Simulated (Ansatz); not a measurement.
# YZn (Pm-3m): from the cell to its phonons

Aim: the vibrations of YZn (Pm-3m), their spectra, and whether the structure is stable.

Method: DFT PBEsol, scalar-relativistic, plane waves, PAW; PAW set soft_1, in Ansatz 0.2.0.

This is a report of a sequence of runs, with most program output left out.

## (1) The structure

It takes space group Pm-3m (No. 221, cubic). The conventional cell has a = 3.560 Å, b = 3.560 Å, c = 3.560 Å, α = 90.00°, β = 90.00°, γ = 90.00°. Y has 8 Zn at 3.08 Å nearest. Nearest to Zn lie 8 Y at 3.08 Å. Farther neighbours are not listed.

## (2) Relaxation

The cell and atoms are relaxed, since residual forces and stress would shift the frequencies.

Input file input.yaml:

```yaml
crystal:
  lattice:
    - [3.56, 0.0, 0.0]
    - [0.0, 3.56, 0.0]
    - [0.0, 0.0, 3.56]
  atoms:
    - { symbol: "Y", position: [0.0, 0.0, 0.0] }
    - { symbol: Zn, position: [0.5, 0.5, 0.5] }
kpoints:
  mp_grid: { grid: [12, 12, 12] }
hamiltonian:
  xc: pbesol
  pseudopotentials: { kind: paw, azcp: { folder: soft_1 }, xc_functional: pbe }
scf:
  occupations: { method: gaussian, width: 0.1 }
output:
  forces: true
  stress: true
  eigenvalues: true
relax:
  adjacent_minimum: "off"
  f_tol: 0.005
  max_steps: 80
  cell: { stress_tol: 0.05 }
```

On the command line:

```console
> ansatz run input.yaml --threads 4 --pin off --max-ram 10240MiB --backend cpu --events-out ev --progress --plain --runs-dir out
```

Elapsed: 3.8 s, on 4 threads of Arm Neoverse V2, shared host; peak memory 0.37 GiB.

The steps of the relaxation:

```
step  energy less that of the first step (eV)  largest force component (eV/Å)  pressure (GPa)  volume (Å³)
   1                                   0.0000                          0.0000           -2.08        45.12
   2                                  -0.0087                          0.0000            0.92        43.05
   3                                  -0.0102                          0.0000           -0.04        43.67
  4*                                  -0.0099                          0.0000           -0.05        43.67
```

Relaxation steps marked * repeat the geometry before them on a plane-wave basis chosen anew for their cell, so energy and pressure can jump there.

Forces are held to the 48 operations that the run works with; a distortion that breaks them can't arise in this run.

```
conventional cell, symmetrised  before  after  change
                         a (Å)   3.560  3.521  -1.1 %
                         b (Å)   3.560  3.521  -1.1 %
                         c (Å)   3.560  3.521  -1.1 %
              volume (Å³/atom)   22.56  21.83  -3.2 %
```

The relaxed structure:

```xyz
2
Lattice="3.5214 0.0000 0.0000 0.0000 3.5214 0.0000 0.0000 0.0000 3.5214" Properties=species:S:1:pos:R:3 pbc="T T T"
Y     0.0000    0.0000    0.0000
Zn    1.7607    1.7607    1.7607
```

Numbers from this step:

- pressure: -0.04547 GPa
- volume per atom: 21.83 Å³
- gap on the k-mesh: 0 eV

In this step the volume went from 22.56 to 21.83 Å³/atom.

## (3) Tight relaxation

Phonons need a cell at rest on their own settings, so the relaxation is repeated with tight tolerances on forces and stress on the k mesh and occupations of the first response run.

input.yaml, the sections that differ from step 2:

```yaml
crystal:
  lattice:
    - [3.5213666307, 0.0, 0.0]
    - [0.0, 3.5213666307, 0.0]
    - [0.0, 0.0, 3.5213666307]
  atoms:
    - { symbol: "Y", position: [0.0, 0.0, 0.0] }
    - { symbol: Zn, position: [0.5, 0.5, 0.5] }
scf:
  occupations: { method: methfessel_paxton, width: 0.2 }
output:
  forces: true
  stress: true
  eigenvalues: true
  write_density: true
  write_potential: true
  elf: true
  volumetric_format: npy
relax:
  adjacent_minimum: "off"
  f_tol: 0.001
  max_steps: 60
  cell: { stress_tol: 0.01 }
# kpoints, hamiltonian: as in step 2
```

Wall time 3.5 s (4 threads); peak memory 0.37 GiB.

Little changed from the start: no atom moved by 0.005 Å and no cell edge by 0.1 %.

Numbers from this step:

| Quantity | Value |
| --- | --- |
| pressure | 9.20e-5 GPa |
| volume per atom | 21.82 Å³ |

ELF in the ac plane at fractional y = 0.500, with atoms of Zn within 0.2 Å of it. It is the smooth field of the valence electrons, not physical close to the nuclei.

Ten even steps from '0' (0.00) to '9' (0.52), each cell a mean:
```
23468999998643
44678776778754
66776544457776
88864332345788
99753210124579
99642100013479
98642000002469
99642000013479
99743200123579
88864322234688
67776444456776
45678766678764
33578998998643
23468999998642
```
Columns run along a (3.5 Å), rows up along c (3.5 Å). Atoms in or near the plane, at fractional coordinates: Zn at (0.50, 0.50).

Electrostatic potential energy in the ac plane at fractional y = 0.500, with atoms of Zn within 0.2 Å of it. With pseudopotentials it is smooth inside the atoms' cores, unlike the true potential.

Values in eV, 14 rows by 14 columns, each cell a mean:
```
 11  11  12  12  13  13  14  14  14  13  13  12  11  11
 11  11  12  12  12  12  12  12  12  12  12  12  12  11
 12  12  12  12  11  10   8   7   8  10  11  12  12  12
 13  13  12  11   7  -1 -10 -14  -9   0   9  11  12  13
 14  13  12   9  -4 -21 -35 -40 -33 -18   0  10  12  13
 14  13  12   6 -15 -36 -50 -53 -48 -33  -9   8  12  14
 14  13  12   3 -20 -44 -53 -54 -53 -40 -14   7  12  14
 14  13  12   5 -16 -39 -51 -53 -50 -35 -10   8  12  14
 14  13  12   8  -6 -24 -39 -44 -36 -21  -1  10  12  13
 13  13  12  11   5  -6 -16 -20 -15  -4   7  11  12  13
 12  12  12  12  11   8   5   3   6   9  11  12  12  12
 11  12  12  12  12  12  12  12  12  12  12  12  12  12
 11  11  12  12  13  13  13  13  13  13  13  12  11  11
 10  11  11  12  13  14  14  14  14  14  13  12  11  11
```
Columns run along a (3.5 Å; values clipped at the 3rd and 97th percentile), rows up along c (3.5 Å). Atoms in or near the plane, at fractional coordinates: Zn at (0.50, 0.50).

Valence density in the ac plane at fractional y = 0.500, with atoms of Zn within 0.2 Å of it. It is the smooth field of the valence electrons, not physical close to the nuclei.

Values in e/Å³, 14 rows by 14 columns, each cell a mean:
```
 0  0  0  0  0  0  0  0  0  0  0  0  0  0
 0  0  0  0  0  0  0  0  0  0  0  0  0  0
 0  0  0  0  0  0  0  0  0  0  0  0  0  0
 0  0  0  0  0  0  1  1  1  0  0  0  0  0
 0  0  0  0  1  1  3  4  3  1  0  0  0  0
 0  0  0  0  1  3 12 20 10  3  1  0  0  0
 0  0  0  0  1  6 24 40 20  4  1  0  0  0
 0  0  0  0  1  4 15 24 12  3  1  0  0  0
 0  0  0  0  1  1  4  6  3  1  0  0  0  0
 0  0  0  0  0  1  1  1  1  1  0  0  0  0
 0  0  0  0  0  0  0  0  0  0  0  0  0  0
 0  0  0  0  0  0  0  0  0  0  0  0  0  0
 0  0  0  0  0  0  0  0  0  0  0  0  0  0
 0  0  0  0  0  0  0  0  0  0  0  0  0  0
```
Columns run along a (3.5 Å), rows up along c (3.5 Å). Atoms in or near the plane, at fractional coordinates: Zn at (0.50, 0.50).

The forces vanish by symmetry and the pressure is 0.000 GPa, within the tolerances set. The cell now holds 21.82 Å³/atom.

## (4) Linear response at the zone centre

The zone centre comes first: it holds the modes that light can see, as far as symmetry allows. No field response is asked, since the mesh shows no gap.

input.yaml, the sections that differ from step 3:

```yaml
crystal:
  lattice:
    - [3.5207530252, 0.0, 0.0]
    - [0.0, 3.5207530252, 0.0]
    - [0.0, 0.0, 3.5207530252]
  atoms:
    - { symbol: "Y", position: [0.0, 0.0, 0.0] }
    - { symbol: Zn, position: [0.5, 0.5, 0.5] }
output:
  eigenvalues: true
phonons:
  method: dfpt
# kpoints, hamiltonian, scf: as in step 3
# relax: removed
```

It took 7.9 s on 4 threads; peak memory 0.68 GiB.

This step gave:

- sum-rule residual before enforcement: 1.27e-4 eV/Å²
- point group: m-3m
- highest optical mode at the zone centre (no LO-TO term): 148.0 cm⁻¹
- lowest optical zone-centre mode: 148.0 cm⁻¹

Patterns of degenerate modes are one choice out of their space. The modes at Γ (shares of kinetic energy by element, %):

```
mode  frequency (cm⁻¹)  symmetry  Y %  Zn %
   1               0.0  acoustic   58    42
   2               0.0  acoustic   58    42
   3               0.0  acoustic   58    42
   4             148.0       T1u   42    58
   5             148.0       T1u   42    58
   6             148.0       T1u   42    58
```

Displacements in mode 6 (148.0 cm⁻¹), the largest set to 1:
```
Y1   0.00  0.11 -0.74
Zn2  0.00 -0.15  1.00
```

Before it was imposed, the acoustic sum rule was missed by 1.3e-4 eV/Å². Small misses are needed for a sound result but don't prove that mesh and cutoff are converged. The lowest optical mode is real, 148 cm⁻¹.

## (5) The dispersion

Stability and thermal properties need the whole zone. Linear response on a 4×4×4 q mesh gives force constants as far as a supercell of that size would.

input.yaml, as its differences from that of step 4:

```diff
@@ -19 +19,8 @@
   method: dfpt
+  qmesh: [4, 4, 4]
+  temperatures: { t_max: 1000, t_step: 50 }
+  qpath:
+    path:
+      - [[0.0, 0.0, 0.0], [0.0, 0.5, 0.0], [0.5, 0.5, 0.0], [0.0, 0.0, 0.0], [0.5, 0.5, 0.5], [0.0, 0.5, 0.0]]
+      - [[0.5, 0.5, 0.5], [0.5, 0.5, 0.0]]
+    npoints: 10
```

Run time: 3.7 min. Hardware: 4 threads; peak memory 1.9 GiB; 14 min of CPU time.

This step gave:

```yaml
sum_rule_residual_before_enforcement: 1.22e-4 eV/Å²
lowest_frequency_on_the_path: 0 cm⁻¹
highest_frequency_on_the_path_or_at_a_solved_wavevector: 172.6 cm⁻¹
mean_frequency: 112.1 cm⁻¹
debye_temperature_second_moment: 219 K
logarithmic_mean_frequency: 105.4 cm⁻¹
lowest_mode_on_the_q_mesh_acoustic_modes_at_gamma_apart: 37.44 cm⁻¹
zero_point_energy_per_atom: 20.85 meV
heat_capacity_at_300_k: 24.29 J/(mol atoms K)
vibrational_entropy_at_300_k: 42.30 J/(mol atoms K)
```

Frequencies (cm⁻¹) solved at each irreducible wavevector; negative means imaginary. Frequencies by wavevector, by row:

```
q in reciprocal lattice units  star  mode 1  mode 2  mode 3  mode 4  mode 5  mode 6
                        0 0 0     1       0       0       0     148     148     148
                     0 0 0.25     6    63.4    63.4    83.2     140     140   145.8
                     0 0 -0.5     3     106   107.8   107.8   121.2   121.2   146.7
                  0 0.25 0.25    12    51.3    74.5   113.5     129   131.7   151.7
                  0 0.25 -0.5    12    65.4      88    89.3     123   143.9   155.5
                  0 -0.5 -0.5     3    37.4    37.4    63.8   123.3   172.6   172.6
               0.25 0.25 0.25     8    85.3    85.3    93.2   131.4   147.5   147.5
               0.25 0.25 -0.5    12    51.6      94   116.1   135.6   136.4   158.6
               0.25 -0.5 -0.5     6      74      74   118.5   126.5   165.3   165.3
               -0.5 -0.5 -0.5     1   100.8   100.8   100.8   161.4   161.4   161.4
```

Interpolated from a 4×4×4 q mesh. Phonon branches along the path, in cm⁻¹:

```
    point  branch 1  branch 2  branch 3  branch 4  branch 5  branch 6
        Γ         0         0         0       148       148       148
  halfway        63        63        83       140       140       146
        X       106       108       108       121       121       147
  halfway        65        88        89       123       144       156
        M        37        37        64       123       173       173
  halfway        51        74       114       129       132       152
        Γ         0         0         0       148       148       148
  halfway        85        85        93       131       148       148
        R       101       101       101       161       161       161
  halfway        52        94       116       136       136       159
        X       106       108       108       121       121       147
jump to R       101       101       101       161       161       161
  halfway        74        74       118       127       165       165
        M        37        37        64       123       173       173
```

Tetrahedra on a 20×20×20 mesh, mean over bins of 2 cm-1. Interpolated from a 4×4×4 q mesh. Table of phonon density of states by wavenumber; read off at these points:

```
wavenumber (cm⁻¹)  phonon density of states (1/cm⁻¹/cell)
              1.0                                       0
              7.0                                  7.0e-5
             13.0                                  4.6e-4
             19.0                                 0.00103
             25.0                                 0.00176
             31.0                                 0.00282
             37.0                                 0.00396
             43.0                                  0.0114
             49.0                                  0.0224
             55.0                                  0.0398
             61.0                                  0.0450
             67.0                                  0.0358
             73.0                                  0.0360
             79.0                                  0.0445
             85.0                                  0.0420
             89.0                                  0.0441
             91.0                                  0.0473
             95.0                                  0.0377
            101.0                                  0.0345
            107.0                                  0.0545
            111.0                                  0.0612
            113.0                                  0.0575
            119.0                                  0.0109
            123.0                                   0.146
            125.0                                  0.0920
            131.0                                  0.0383
            137.0                                  0.0475
            143.0                                  0.0501
            149.0                                   0.119
            155.0                                  0.0624
            161.0                                  0.0688
            167.0                                  0.0193
            173.0                                  2.0e-4
```

The partial phonon density of states has structure finer than the step of the table below, so its rows give means over 10 cm⁻¹, whole bins alone (the curve runs from -10 to 187 cm⁻¹). Peaks (cm⁻¹: height): Y 80.4: 0.0227, 149.8: 0.0650; Zn 92.8: 0.0274, 111.4: 0.0376, 123.8: 0.0727, 149.8: 0.0347.

Phonopy on the run's constants, 17x17x17 mesh, Gaussian sigma 2.0 cm-1. Interpolated from a 4×4×4 q mesh. The partial phonon density of states by wavenumber; means over each step; values in 1/cm⁻¹/cell:

```
wavenumber (cm⁻¹)        Y       Zn
                0   3.4e-5   2.5e-5
               10   2.1e-4   1.5e-4
               20   8.0e-4   5.9e-4
               30  0.00141  0.00104
               40  0.00379  0.00487
               50   0.0109   0.0167
               60   0.0168   0.0239
               70   0.0162   0.0200
               80   0.0212   0.0210
               90   0.0195   0.0233
              100   0.0174   0.0217
              110   0.0163   0.0330
              120   0.0145   0.0430
              130   0.0246   0.0294
              140   0.0294   0.0202
              150   0.0546   0.0269
              160   0.0428   0.0114
              170  0.00962  0.00277
              180   5.7e-5   1.7e-5
```

Second derivatives of the energy by pair, one row for each kind of neighbour of each atom listed. Each entry sums the pair over the periodic images of the supercell that the q mesh stands for, and in a polar crystal it holds the long-range dipole part too. Force constants by pair, by row:

```
atom  neighbour  distance (Å)  third of the trace (eV/Å²)  along the pair's line (eV/Å²)
  Y1     itself             0                       5.056                              –
  Y1         Zn         3.049                     -0.3527                         -1.105
  Y1          Y         3.521                     -0.3876                         -1.086
  Y1          Y         4.979                      0.0518                         0.1751
  Y1         Zn         5.839                     -0.0097                        -0.0041
  Y1          Y         6.098                     -0.0593                        -0.2269
  Y1          Y         7.042                      0.0614                        -0.0151
 Zn2     itself             0                        2.94                              –
 Zn2          Y         3.049                     -0.3527                         -1.105
 Zn2         Zn         3.521                      0.0892                         0.3425
 Zn2         Zn         4.979                     -0.0015                        -0.0216
 Zn2          Y         5.839                     -0.0097                        -0.0041
 Zn2         Zn         6.098                     -0.0242                          -0.05
 Zn2         Zn         7.042                     -0.0393                        -0.1396
```

Harmonic thermodynamic functions per atom, from the density of states. Interpolated from a 4×4×4 q mesh. Thermodynamic functions, by row:

```
T (K)  F_vib (meV/atom)  S (J/mol-atom/K)  C_V (J/mol-atom/K)
    0             20.85                 0                   0
   50             19.89             6.094               11.66
  100             13.75              17.3               19.94
  200             -12.8             32.59               23.52
  300            -51.92              42.3               24.29
  400            -99.57             49.33               24.57
  500            -153.7             54.83                24.7
  600            -212.9             59.34               24.78
  700            -276.4             63.16               24.82
  800            -343.6             66.48               24.85
  900            -414.1             69.41               24.87
 1000            -487.4             72.03               24.88
```

Harmonic mean-square displacement, third of the trace. Interpolated from a 4×4×4 q mesh. Mean square displacements, by row:

```
T (K)  Y1 U_eq (Å²)  Zn2 U_eq (Å²)
    0       0.00185        0.00279
  100       0.00364        0.00564
  300       0.00978        0.01534
  600       0.01933        0.03038
```

Symmetry leaves 10 wavevectors to solve. The lowest mode among them, the acoustic zeros apart, lies at q = (0, -0.5, -0.5) and is real, 37.4 cm⁻¹.

## (6) Another isotope

An isotope changes the mass and not the force constants, so no new electronic calculation is needed; the shifts show which modes move this element.

The same force constants with the mass of Zn changed from 65.380 to 67.925 u (phonopy, no LO-TO term). Both lists are sorted by frequency; levels can cross, so a row need not hold one and the same mode. Modes under 3 cm⁻¹ are left out. Isotope shifts, by row:

```
          q  rank  natural mass (cm⁻¹)  changed mass (cm⁻¹)
      0 0 0     4                  148                146.3
      0 0 0     5                  148                146.3
      0 0 0     6                  148                146.3
   0 0 0.25     1                63.44                62.99
   0 0 0.25     2                63.44                62.99
   0 0 0.25     3                83.15                82.23
   0 0 0.25     4                  140                138.3
   0 0 0.25     5                  140                138.3
   0 0 0.25     6                145.8                144.6
   0 0 -0.5     1                  106                  104
   0 0 -0.5     2                107.8                107.8
   0 0 -0.5     3                107.8                107.8
   0 0 -0.5     4                121.2                118.9
   0 0 -0.5     5                121.2                118.9
   0 0 -0.5     6                146.7                146.7
0 0.25 0.25     1                51.34                 50.8
0 0.25 0.25     2                 74.5                74.16
0 0.25 0.25     3                113.5                111.4
0 0.25 0.25     4                  129                128.9
0 0.25 0.25     5                131.7                129.8
0 0.25 0.25     6                151.7                150.4
```

A mode of this element alone would shift by -1.89 %. The highest zone-centre frequency without the field goes from 148.0 to 146.3 cm⁻¹ (-1.1 %). The product of the frequency ratios over all optical modes at Γ is 0.968; the product rule, (m/m′)^(3k/2) (M′/M)^(3/2) with k = 1 such atoms and M the mass of the cell, gives 0.968.

## (7) What came out

```json
{
 "space group after relaxation (within 0.01 Å)": "Pm-3m",
 "volume per atom": "21.8 Å³",
 "electronic character": "no gap on this mesh",
 "highest optical mode at the zone centre (no LO-TO term)": "148 cm⁻¹",
 "lowest optical zone-centre mode": "148 cm⁻¹",
 "lowest mode on the q mesh (acoustic modes at Γ apart)": "37.4 cm⁻¹",
 "highest frequency on the path or at a solved wavevector": "173 cm⁻¹",
 "zero-point energy per atom": "20.9 meV",
 "heat capacity at 300 K": "24.3 J/(mol atoms K)",
 "vibrational entropy at 300 K": "42.3 J/(mol atoms K)",
 "Debye temperature (second moment)": "219 K",
 "imaginary modes on the 4×4×4 q mesh": "none"
}
```

The structure is a minimum as far as tested: no mode is imaginary at the 10 irreducible wavevectors of the 4×4×4 mesh, and the softest away from the acoustic zeros lies at 37 cm⁻¹. The optical modes at Γ form one degenerate level at 148 cm⁻¹. With no gap, or one that is small against the smearing, the frequencies hang on the k mesh and the smearing, most of all near Kohn anomalies. The phonon runs are without spin polarisation, although the cell has an odd electron count. The PAW files were made for PBE and serve the other functionals too. These are harmonic frequencies at zero temperature: anharmonic shifts, linewidths and thermal expansion are left out.

[Logs are printed without paths, hosts, clocks, repeated set-up lines and the standing remarks that a program may print on its own settings, such as how far it seeks lower states.]

[Hosts, paths, dates, database ids (printed as entryN), source tags and the programs' standing remarks are cut or masked in the printed files.]
